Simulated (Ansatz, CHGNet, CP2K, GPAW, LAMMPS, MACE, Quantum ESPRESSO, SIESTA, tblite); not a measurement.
# Amorphous carbon (100 atoms) in SIESTA

Wanted: SIESTA inputs and outputs for amorphous carbon (100 atoms), checked against a plane-wave reference.

Main program and level: SIESTA 5.4.2; the method is named at each step.

## Step 1: The structure

The cell holds 100 atoms: 100 C. Cell: a = 10.470 Å, b = 10.470 Å, c = 10.470 Å, α = 90.0°, β = 90.0°, γ = 90.0°. 100 atoms (100 C) placed at random at 1.74 g/cm³, melted at 5500 K for 10 ps at fixed volume with the LCBOP (Los and Fasolino, Phys. Rev. B 68, 024107 (2003)). Quenched from 5500 K to 300 K at 100 K/ps and fixed volume, held 5 ps.

The yardstick, on the same geometry:

| Property | Result |
| --- | --- |
| method | Kohn-Sham DFT, PBE, PAW, plane waves (Ansatz 0.2.0); cutoff 420 eV, Γ point, fermi-dirac smearing of 0.05 eV; PAW set soft_2 |
| r.m.s. force component | 1.425 eV/Å |
| longest force | 5.513 eV/Å |
| pressure | -13.66 GPa |
| SCF cycles | 10 |
| time | 6.3 s on 8 threads of Arm Neoverse V2, shared host |
| CPU time | 45 s |

## Step 2: PBE, DZP, shift 0.01 Ry, mesh 300 Ry

Method: Kohn-Sham DFT, PBE, PseudoDojo 0.4.1 norm-conserving pseudopotentials (converted to PSML), numerical atomic orbitals (DZP), diagonalisation.

The .psml files are PseudoDojo norm-conserving potentials that we converted to this format, checked against plane waves on the same files for H, C, O, Si, Ge and Ca alone.

input.fdf

```
SystemLabel cell
NumberOfAtoms 100
NumberOfSpecies 1
%block ChemicalSpeciesLabel
  1 6 C
%endblock ChemicalSpeciesLabel
LatticeConstant 1.0 Ang
%block LatticeVectors
  10.46950 0.00000 0.00000
  0.00000 10.46950 0.00000
  0.00000 0.00000 10.46950
%endblock LatticeVectors
PAO.BasisSize DZP
PAO.EnergyShift 0.01 Ry
XC.Functional GGA
XC.Authors PBE
MeshCutoff 300 Ry
%block kgrid_Monkhorst_Pack
  1 0 0 0.0
  0 1 0 0.0
  0 0 1 0.0
%endblock kgrid_Monkhorst_Pack
SolutionMethod diagon
OccupationFunction FD
ElectronicTemperature 580 K
SCF.Mixer.Method Pulay
SCF.Mixer.Weight 0.05
SCF.Mixer.History 8
SCF.Mix Hamiltonian
MaxSCFIterations 300
SCF.DM.Tolerance 1e-04
SCF.H.Tolerance 1.0e-3 eV
WriteForces T
Write.HirshfeldPop T
Write.VoronoiPop T
Write.DM F
Write.H F
XML.Write F
AtomicCoordinatesFormat Fractional
%block AtomicCoordinatesAndAtomicSpecies
  0.46867 0.08807 0.66176 1
  0.29458 0.56485 0.37092 1
  0.26900 0.79303 0.20754 1
  0.25985 0.93802 0.61120 1
  0.40165 0.96118 0.61551 1
  0.76942 0.20338 0.78821 1
  0.68287 0.22402 0.89507 1
  0.19125 0.12554 0.70873 1
  0.60707 0.31261 0.62696 1
  0.40065 0.36338 0.43904 1
  0.38697 0.86635 0.01807 1
  0.46961 0.83509 0.59737 1
  0.95579 0.41607 0.24420 1
  0.90810 0.81193 0.23382 1
  0.58458 0.56400 0.64627 1
  0.52456 0.79083 0.48082 1
  0.68648 0.65278 0.61375 1
  0.47656 0.60989 0.71470 1
  0.81407 0.70230 0.66635 1
  0.63071 0.37543 0.07481 1
  0.37637 0.39545 0.01853 1
  0.97291 0.96082 0.91532 1
  0.12984 0.44342 0.07638 1
  0.99432 0.09854 0.88722 1
  0.86720 0.79422 0.56895 1
  0.49716 0.32521 0.06438 1
  0.94427 0.44869 0.48415 1
  0.51592 0.58342 0.00793 1
  0.37078 0.99940 0.98980 1
  0.93084 0.82969 0.95352 1
  0.41960 0.51151 0.94573 1
  0.42436 0.73352 0.67288 1
  0.90466 0.47029 0.02657 1
  0.34793 0.05741 0.86537 1
  0.38093 0.82918 0.28256 1
  0.46988 0.92751 0.25341 1
  0.03340 0.79219 0.26654 1
  0.24759 0.16119 0.28485 1
  0.16157 0.73842 0.27878 1
  0.82408 0.43560 0.92569 1
  0.95170 0.37023 0.36820 1
  0.19959 0.22316 0.03238 1
  0.39312 0.10195 0.07865 1
  0.09842 0.66268 0.48492 1
  0.54990 0.68788 0.08347 1
  0.99028 0.86103 0.58058 1
  0.57457 0.43816 0.57690 1
  0.73682 0.30523 0.69408 1
  0.23019 0.11521 0.83695 1
  0.34715 0.15208 0.37820 1
  0.38902 0.57418 0.82631 1
  0.14398 0.23743 0.34303 1
  0.95756 0.70796 0.87920 1
  0.47077 0.10720 0.80654 1
  0.07211 0.64258 0.95652 1
  0.03909 0.52319 0.01258 1
[... 40 atom lines left out ...]
  0.78627 0.80747 0.31027 1
  0.84226 0.49023 0.79639 1
  0.43704 0.74674 0.38123 1
  0.27522 0.78170 0.06615 1
%endblock AtomicCoordinatesAndAtomicSpecies
```

Started as:

```sh
$ OMP_NUM_THREADS=1 mpirun -np 2 siesta < input.fdf > output.txt
```

Log:

```text
Version         : 5.4.2
reinit: System Name:
reinit: System Label: cell
initatom: Reading input for the pseudopotentials and atomic orbitals ----------
Species number:   1 Atomic number:    6 Label: C
Ground state valence configuration (from tables):   2s02  2p02  3d00  4f00
---- Processing specs for species: C
GGA--PBE XC_GGA_X_PBE--XC_GGA_C_PBE pb
C pseudopotential only contains V_ls up to l=1 -- lmxkb reset.
Using PAO.SplitTailNorm
%block ChemicalSpeciesLabel
    1    6 C                       # Species index, atomic number, species label
%endblock ChemicalSpeciesLabel
%block PAO.Basis                 # Define Basis set
C                     2                    # Species label, number of l-shells
 n=2   0   2                         # n, l, Nzeta
   4.484      3.048
   1.000      1.000
 n=2   1   2 P   1                   # n, l, Nzeta, Polarization, NzetaPol
   5.436      3.692
   1.000      1.000
%endblock PAO.Basis
coor:   Atomic-coordinates input format  =     Fractional
siesta: System type = bulk
initatomlists: Number of atoms, orbitals, and projectors:    100  1300   800
siesta: ******************** Simulation parameters ****************************
Total number of electrons:   400.000000
Total ionic charge:   400.000000
 Kpoints in:            1 . Kpoints trimmed:            1
siesta: k-grid: Number of k-points = 1
siesta: k-points from Monkhorst-Pack grid
siesta: k-cutoff (effective) =     5.235 Ang
siesta: k-point supercell and displacements
siesta: k-grid:     1     0     0      0.000
siesta: k-grid:     0     1     0      0.000
siesta: k-grid:     0     0     1      0.000
                     ====================================
                        Single-point calculation
                     ====================================
outcell: Unit cell vectors (Ang):
       10.469500    0.000000    0.000000
        0.000000   10.469500    0.000000
        0.000000    0.000000   10.469500
outcell: Cell vector modules (Ang)   :   10.469500   10.469500   10.469500
outcell: Cell angles (23,13,12) (deg):     90.0000     90.0000     90.0000
outcell: Cell volume (Ang**3)        :   1147.5664
Gamma-point calculation with multiply-connected orbital pairs
Gamma-point calculation with multiply-connected orbital pairs
Folding of H and S implicitly performed
Folding of H and S implicitly performed
new_DM -- step:     1
Initializing Density Matrix...
Attempting to read DM from file... Failed...
DM filled with atomic data:
InitMesh: MESH = 120 x 120 x 120 = 1728000
InitMesh: Mesh cutoff (required, used) =   300.000   363.089 Ry
stepf: Fermi-Dirac step function
        iscf     Eharris(eV)        E_KS(eV)     FreeEng(eV)     dDmax    Ef(eV) dHmax(eV)
   scf:    1   -16201.601008   -16254.504006   -16254.672536  1.857104 -5.364385  5.921981
   scf:    2   -16261.438207   -16258.482837   -16258.671795  0.069565 -5.306171  3.854744
   scf:    3   -16262.366008   -16261.015285   -16261.236348  0.086079 -5.203893  2.234349
   scf:    4   -16263.170718   -16262.289901   -16262.520358  0.032802 -5.079040  1.384993
   scf:    5   -16263.133250   -16262.854305   -16263.102502  0.043564 -4.940520  1.591771
   scf:    6   -16263.577174   -16263.287673   -16263.531521  0.030269 -4.840168  0.775499
   scf:    7   -16263.619171   -16263.494430   -16263.735220  0.019974 -4.767837  0.527504
   scf:    8   -16263.595877   -16263.562958   -16263.809206  0.020537 -4.737891  0.253032
   scf:    9   -16263.604242   -16263.587398   -16263.832776  0.003690 -4.728782  0.103058
   scf:   10   -16263.602297   -16263.595747   -16263.840509  0.002296 -4.726878  0.071979
   scf:   11   -16263.602244   -16263.599280   -16263.843315  0.001968 -4.727759  0.029883
   scf:   12   -16263.602418   -16263.600938   -16263.844743  0.001440 -4.729215  0.024237
[...]
scf:   18   -16263.602408   -16263.602412   -16263.846620  0.000233 -4.736423  0.003463
   scf:   19   -16263.602360   -16263.602387   -16263.846638  0.000213 -4.736930  0.002133
   scf:   20   -16263.602283   -16263.602336   -16263.846644  0.000134 -4.737584  0.001817
   scf:   21   -16263.602329   -16263.602332   -16263.846645  0.000037 -4.737758  0.001298
   scf:   22   -16263.602331   -16263.602332   -16263.846646  0.000062 -4.737984  0.000473
SCF Convergence by DM+H criterion
max |DM_out - DM_in|         :     0.0000615513
max |H_out - H_in|      (eV) :     0.0004728829
SCF cycle converged after 22 iterations
Using DM_out to compute the final energy and forces
siesta: E_KS(eV) =           -16263.6023
siesta: E_KS - E_eggbox =    -16263.6023
siesta: Atomic forces (eV/Ang):
     1    0.081222    1.185514   -0.743732
     2    2.072788    0.806636   -0.165963
     3   -0.118259   -0.709354   -2.007346
     4    3.800350    0.033181    0.198074
     5   -1.888853   -0.016148    0.066621
     6    4.459469   -0.979064   -2.093709
     7    0.464280    2.976114    0.080143
     8    0.382571    0.112572    0.124986
     9   -0.267830   -0.384058    0.314031
    10   -0.963727   -0.710151   -0.260053
    11    0.437908   -1.712839    1.442110
    12   -1.028561    2.498195    0.710565
[...]
96    0.197219   -0.237060    1.247836
    97    0.981989    0.210636    4.039182
    98    0.452136    1.201405   -0.799671
    99   -0.165579    4.246812   -1.076076
   100   -0.400707   -1.077901   -3.835710
----------------------------------------
   Tot   -0.003753   -0.001803    0.000263
----------------------------------------
   Max    5.025346
   Res    1.490436    sqrt( Sum f_i^2 / 3N )
----------------------------------------
   Max    5.025346    constrained
Stress tensor Voigt[x,y,z,yz,xz,xy] (kbar):      112.50       61.27       90.09       19.91       26.49       21.20
(Free)E + p*V (eV/cell)   -16326.8439
Target enthalpy (eV/cell)   -16263.8466
siesta: Program's energy decomposition (eV):
siesta: Ebs     =     -5290.053636
siesta: Eions   =     28216.171806
siesta: Ena     =      7522.842903
siesta: Ekin    =     10831.057772
siesta: Enl     =      -501.799742
siesta: DEna    =      -217.360219
siesta: DUscf   =        18.515635
siesta: Ex      =     -5201.530644
siesta: Ec      =      -499.156230
siesta: Exc     =     -5700.686875
siesta: Eharris =    -16263.602331
siesta: Etot    =    -16263.602332
siesta: FreeEng =    -16263.846646
siesta: Final energy (eV):
siesta:  Band Struct. =   -5290.053636
siesta:       Kinetic =   10831.057772
siesta:       Hartree =    8218.147983
siesta:         Exch. =   -5201.530644
siesta:         Corr. =    -499.156230
siesta:   Exch.-corr. =   -5700.686875
siesta:  Ion-electron =  -26344.092644
siesta:       Ion-ion =   -3268.028567
siesta:         Total =  -16263.602332
siesta:         Fermi =      -4.737984
siesta: Stress tensor (static) (eV/Ang**3):
siesta:     0.070217    0.013231    0.016536
siesta:     0.013231    0.038240    0.012429
siesta:     0.016536    0.012428    0.056233
siesta: Cell volume =       1147.566400 Ang**3
siesta: Pressure (static):
siesta:                Solid            Molecule  Units
siesta:          -0.00059790         -0.00090845  Ry/Bohr**3
siesta:          -0.05489642         -0.08340989  eV/Ang**3
siesta:         -87.95376850       -133.63737388  kBar
    Orbital volume contribution        =          37.970228 eV
    (Free)E + p_basis*V_orbitals       =      -16225.876418 eV
    (Free)Eharris+ p_basis*V_orbitals  =      -16225.876418 eV
Hirshfeld Atomic Populations:
Atom #   charge [q] valence [e]  Species
     1     0.011409    3.988591  C
     2    -0.012872    4.012872  C
     3    -0.018568    4.018568  C
     4    -0.003213    4.003213  C
     5    -0.000160    4.000160  C
     6    -0.005278    4.005278  C
     7     0.000034    3.999966  C
     8    -0.006098    4.006098  C
     9    -0.013682    4.013682  C
    10     0.010720    3.989280  C
    11     0.007831    3.992169  C
    12    -0.007595    4.007595  C
[...]
--------------------
 Total    -0.000029
Voronoi Atomic Populations:
Atom #   charge [q] valence [e]  Species
[...]
96     0.005692    3.994308  C
    97     0.023283    3.976717  C
    98    -0.009495    4.009495  C
    99     0.010200    3.989800  C
   100     0.014329    3.985671  C
--------------------
 Total    -0.000029
```

It took 2.6 min on 2 MPI ranks of Arm Neoverse V2, shared host; peak memory 1.5 GiB; 5.2 min of CPU time.

Banners, paths, timers and routine set-up lines are dropped from the logs unmarked, and long logs keep their key lines alone; longer cuts are marked.

Numbers from this run, and their distance from the reference:

* r.m.s. force component: 1.49 eV/Å
* r.m.s. difference of force components: 230.3 meV/Å
* longest difference of force vectors: 1147 meV/Å
* force difference over r.m.s. force: 16.16 %
* slope of forces against the reference's: 1.034
* correlation of force components: 0.9885
* pressure: -8.795 GPa
* pressure difference: 4.861 GPa

This run lies far from the reference in forces at the same functional.

The surroundings of C72, whose charge lies farthest from its element's mean, nearest first, numbered as they follow in the input and with coordinates relative to it.

```
atom      x      y      z  distance (Å)  bonds  Hirshfeld charge (e)     Fx     Fy  Fz (eV/Å)
 C72   0.00   0.00   0.00          0.00      3                 -0.05  -1.11  -0.25      -0.48
 C49   1.03  -0.38  -0.98          1.47      3                 -0.01  -1.39   0.15      -1.88
 C42   0.70   0.75   1.06          1.48      3                  0.01   0.00  -0.06       2.69
 C24  -1.44  -0.55  -0.46          1.61      3                  0.00  -0.47  -5.03       1.44
  C8   0.62  -0.27  -2.33          2.42      2                 -0.01   0.38   0.11       0.12
 C34   2.26  -0.98  -0.69          2.56      3                 -0.01   2.19   0.27      -0.55
 C22  -1.67  -1.99  -0.16          2.60      2                  0.00  -0.50   1.96      -0.03
 C64   1.11   2.23   1.04          2.70      3                 -0.03   1.56  -1.53      -0.40
 C65   1.50   0.03   2.26          2.71      3                  0.03  -0.70   0.15      -0.94
```

Forces lie 16 % from the reference's, at 7.0 times its CPU time (on 2 against 8 cores).

## Step 3: PBE, SZ, shift 0.01 Ry, mesh 300 Ry

Method: Kohn-Sham DFT, PBE, PseudoDojo 0.4.1 norm-conserving pseudopotentials (converted to PSML), numerical atomic orbitals (SZ), diagonalisation.

Edit input.fdf of step 2 so:

```diff
@@ -12,3 +12,3 @@
 %endblock LatticeVectors
-PAO.BasisSize DZP
+PAO.BasisSize SZ
 PAO.EnergyShift 0.01 Ry
```

Started as:

```sh
$ OMP_NUM_THREADS=1 siesta < input.fdf > output.txt
```

Log:

```text
Version         : 5.4.2
reinit: System Name:
reinit: System Label: cell
initatom: Reading input for the pseudopotentials and atomic orbitals ----------
Species number:   1 Atomic number:    6 Label: C
Ground state valence configuration (from tables):   2s02  2p02  3d00  4f00
---- Processing specs for species: C
GGA--PBE XC_GGA_X_PBE--XC_GGA_C_PBE pb
[... lines left out ...]
        iscf     Eharris(eV)        E_KS(eV)     FreeEng(eV)     dDmax    Ef(eV) dHmax(eV)
[... lines left out ...]
SCF Convergence by DM+H criterion
[... lines left out ...]
SCF cycle converged after 22 iterations
[... lines left out ...]
   Max    5.458459
[... lines left out ...]
   Max    5.458459    constrained
Stress tensor Voigt[x,y,z,yz,xz,xy] (kbar):      -82.86     -130.70      -93.70       30.65       18.82        6.93
[... lines left out ...]
siesta: FreeEng =    -16127.198760
[... lines left out ...]
siesta:         Fermi =      -5.906646
[... lines left out ...]
siesta:     0.004324   -0.081575    0.019132
siesta:     0.011749    0.019132   -0.058482
siesta: Cell volume =       1147.566400 Ang**3
siesta: Pressure (static):
siesta:                Solid            Molecule  Units
siesta:           0.00069624          0.00033897  Ry/Bohr**3
siesta:           0.06392571          0.03112279  eV/Ang**3
siesta:         102.42028547         49.86421146  kBar
    Orbital volume contribution        =          19.432144 eV
    (Free)E + p_basis*V_orbitals       =      -16107.766616 eV
    (Free)Eharris+ p_basis*V_orbitals  =      -16107.766622 eV
Hirshfeld Atomic Populations:
Atom #   charge [q] valence [e]  Species
     1     0.016805    3.983195  C
     2    -0.017202    4.017202  C
     3    -0.021864    4.021864  C
[...]
--------------------
 Total    -0.000015
Voronoi Atomic Populations:
Atom #   charge [q] valence [e]  Species
[...]
99     0.003060    3.996940  C
   100     0.012948    3.987052  C
--------------------
 Total    -0.000016
```

The job ended after 78 s (1 thread; peak memory 0.61 GiB).

Numbers from this run, and their distance from the reference:

```yaml
r_m_s_force_component: 1.821 eV/Å
r_m_s_difference_of_force_components: 892.1 meV/Å
longest_difference_of_force_vectors: 4781 meV/Å
force_difference_over_r_m_s_force: 62.6 %
slope_of_forces_against_the_reference_s: 1.12
correlation_of_force_components: 0.8768
pressure: 10.24 GPa
pressure_difference: 23.9 GPa
```

This is a coarse setting, run to see what it loses.

Against the first run (16 %), the force difference from the reference is 63 %, at 0.25 times the CPU time (on 1 against 2 cores), with 400 basis functions against 1300: the smaller basis costs accuracy.

## Step 4: PBE, DZP, shift 0.02 Ry, mesh 300 Ry

Method: Kohn-Sham DFT, PBE, PseudoDojo 0.4.1 norm-conserving pseudopotentials (converted to PSML), numerical atomic orbitals (DZP), diagonalisation.

Edit input.fdf of step 3 so:

```diff
@@ -12,4 +12,4 @@
 %endblock LatticeVectors
-PAO.BasisSize SZ
-PAO.EnergyShift 0.01 Ry
+PAO.BasisSize DZP
+PAO.EnergyShift 0.02 Ry
 XC.Functional GGA
```

Started as:

```sh
$ OMP_NUM_THREADS=1 mpirun -np 2 siesta < input.fdf > output.txt
```

Log:

```text
Version         : 5.4.2
reinit: System Name:
reinit: System Label: cell
initatom: Reading input for the pseudopotentials and atomic orbitals ----------
Species number:   1 Atomic number:    6 Label: C
Ground state valence configuration (from tables):   2s02  2p02  3d00  4f00
---- Processing specs for species: C
GGA--PBE XC_GGA_X_PBE--XC_GGA_C_PBE pb
C pseudopotential only contains V_ls up to l=1 -- lmxkb reset.
Using PAO.SplitTailNorm
%block ChemicalSpeciesLabel
    1    6 C                       # Species index, atomic number, species label
[... lines left out ...]
stepf: Fermi-Dirac step function
        iscf     Eharris(eV)        E_KS(eV)     FreeEng(eV)     dDmax    Ef(eV) dHmax(eV)
[... lines left out ...]
SCF Convergence by DM+H criterion
[... lines left out ...]
SCF cycle converged after 20 iterations
[... lines left out ...]
   Max    5.141818
[... lines left out ...]
   Max    5.141818    constrained
Stress tensor Voigt[x,y,z,yz,xz,xy] (kbar):      152.03       99.07      129.17       18.71       27.03       21.93
[... lines left out ...]
siesta: FreeEng =    -16257.024195
[... lines left out ...]
siesta:       Kinetic =   10931.046269
siesta:       Hartree =    8303.271377
siesta:         Exch. =   -5218.541361
siesta:         Corr. =    -499.621344
siesta:   Exch.-corr. =   -5718.162705
siesta:  Ion-electron =  -26263.148825
siesta:       Ion-ion =   -3509.785310
siesta:         Total =  -16256.779195
siesta:         Fermi =      -3.907972
siesta: Stress tensor (static) (eV/Ang**3):
siesta:     0.094890    0.013688    0.016872
siesta:     0.013689    0.061835    0.011678
siesta:     0.016872    0.011677    0.080622
siesta: Cell volume =       1147.566400 Ang**3
siesta: Pressure (static):
siesta:                Solid            Molecule  Units
siesta:          -0.00086168         -0.00115478  Ry/Bohr**3
siesta:          -0.07911554         -0.10602656  eV/Ang**3
siesta:        -126.75707555       -169.87327780  kBar
    Orbital volume contribution        =          28.319994 eV
    (Free)E + p_basis*V_orbitals       =      -16228.704201 eV
    (Free)Eharris+ p_basis*V_orbitals  =      -16228.704183 eV
Hirshfeld Atomic Populations:
Atom #   charge [q] valence [e]  Species
     1     0.012039    3.987961  C
     2    -0.012041    4.012041  C
     3    -0.017575    4.017575  C
[...]
--------------------
 Total    -0.000063
Voronoi Atomic Populations:
Atom #   charge [q] valence [e]  Species
[...]
99     0.011260    3.988740  C
   100     0.013466    3.986534  C
--------------------
 Total    -0.000063
```

Run time: 99 s. Hardware: 2 MPI ranks; peak memory 1.2 GiB.

Numbers from this run, and their distance from the reference:

| Quantity | Value |
| --- | --- |
| r.m.s. force component | 1.485 eV/Å |
| r.m.s. difference of force components | 189.8 meV/Å |
| longest difference of force vectors | 978.8 meV/Å |
| force difference over r.m.s. force | 13.32 % |
| slope of forces against the reference's | 1.034 |
| correlation of force components | 0.9923 |
| pressure | -12.68 GPa |
| pressure difference | 0.9802 GPa |

Against the first run (16 %), the force difference from the reference is 13 %, at 0.64 times the CPU time: tighter orbitals come nearer here, likely by a cancellation of errors.

[end of part 1 of 2]

[Also dropped from logs without a mark: logging warnings of Python, and SIESTA's first energy breakdown and zero terms.]

[Logs are printed without paths, hosts, clocks, repeated set-up lines and the standing remarks that a program may print on its own settings, such as how far it seeks lower states.]

[Hosts, paths, dates, database ids (printed as entryN), source tags and the programs' standing remarks are cut or masked in the printed files.]
